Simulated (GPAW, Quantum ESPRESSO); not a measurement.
Consider ZnNi3C (Pm-3m).

```xyz
5
Lattice="3.7663 0.0000 0.0000 0.0000 3.7663 0.0000 0.0000 0.0000 3.7663" Properties=species:S:1:pos:R:3 pbc="T T T"
Zn    0.0000    0.0000    0.0000
Ni    1.8831    0.0000    1.8831
Ni    1.8831    1.8831    0.0000
Ni    0.0000    1.8831    1.8831
C     1.8831    1.8831    1.8831
```

Absorber: atom 5, with 6 Ni at 1.88 Å (octahedral, site symmetry m-3m). Method: Quantum ESPRESSO XSpectra, LDA, excited-electron core hole (neutral cell), 10-atom cell with 5.3 Å between holes, 8×8×8 k points, dipole transitions, Lorentzian half width 0.3 eV up to 4 eV, rising linearly to 2.5 eV at 25 eV.

Question: Where do the maxima of the C K edge fall?

Main maxima up to 24 eV above the zero (height): 0.4 eV (1.73), 1.9 eV (1.37), 3.8 eV (2.24), 8.4 eV (1.28) and 16.3 eV (1.12). A K edge sees empty p states; the first features are C p mixed into the empty d states of the Ni neighbours, and the broad ones above probably into the cations' higher empty bands. The total-energy difference is 286.50 eV. One term is added: -6.67 eV, since the hole is spin-paired here and a spin-polarised one costs that much less in the free atom (computed apart). The photon energy is then 279.82 eV. The functional leaves an error in such absolute values: in the free atom LDA prices this hole 2.9 eV below PBE (computed apart), and PBE is itself good to a few eV.

The C K spectrum (energy from the energy zero of the input (xe0, at the border of filled and empty states); intensity scaled to a mean of 1 over the first 20 eV; the points at xe0, where the cut of filled states can leave a spike, are interpolated):

| E (eV) | intensity |
| --- | --- |
| -2.00 | 0.07 |
| -1.25 | 0.12 |
| -0.50 | 0.31 |
| 0.25 | 1.57 |
| 1.00 | 1.15 |
| 1.75 | 1.31 |
| 2.50 | 1.07 |
| 3.25 | 1.64 |
| 4.00 | 2.07 |
| 4.75 | 1.08 |
| 5.50 | 0.83 |
| 6.25 | 0.75 |
| 7.00 | 0.89 |
| 7.75 | 1.09 |
| 8.50 | 1.27 |
| 9.25 | 0.99 |
| 10.00 | 0.72 |
| 10.75 | 0.63 |
| 11.50 | 0.61 |
| 12.25 | 0.65 |
| 13.00 | 0.68 |
| 13.75 | 0.74 |
| 14.50 | 0.85 |
| 15.25 | 1.00 |
| 16.00 | 1.11 |
| 16.75 | 1.10 |
| 17.50 | 0.97 |
| 18.25 | 0.81 |
| 19.00 | 0.70 |
| 19.75 | 0.65 |
| 20.50 | 0.62 |
| 21.25 | 0.60 |
| 22.00 | 0.58 |
| 22.75 | 0.57 |
| 23.50 | 0.57 |
| 24.25 | 0.56 |
| 25.00 | 0.55 |
| 25.75 | 0.53 |
| 26.50 | 0.52 |
| 27.25 | 0.51 |
| 28.00 | 0.51 |
| 28.75 | 0.52 |
| 29.50 | 0.52 |
| 30.25 | 0.52 |
| 31.00 | 0.50 |
| 31.75 | 0.49 |

The starting moments shrank to 0.00 μB or less, so this is hardly a magnetic state. The holes are only 5.3 Å apart, so the shape is probably not converged with cell size; no larger cell was run here. The structure is a computed Materials Project entry and may be a hypothetical form.

[Banner, clock and machine lines of the logs are left out without a mark of their own.]

[Logs are printed without paths, hosts, clocks, repeated set-up lines and the standing remarks that a program may print on its own settings, such as how far it seeks lower states.]

[Hosts, paths, dates, database ids (printed as entryN), source tags and the programs' standing remarks are cut or masked in the printed files.]

[Lists of maxima count a maximum above −3 eV only where it reaches 4 % of the highest in the window and stands out from its surroundings by 2 % of it (1.5 % where it reaches 55 %); shoulders and weaker maxima are passed over, and of the rest the first, up to two pre-edge ones and the few strongest are named.]
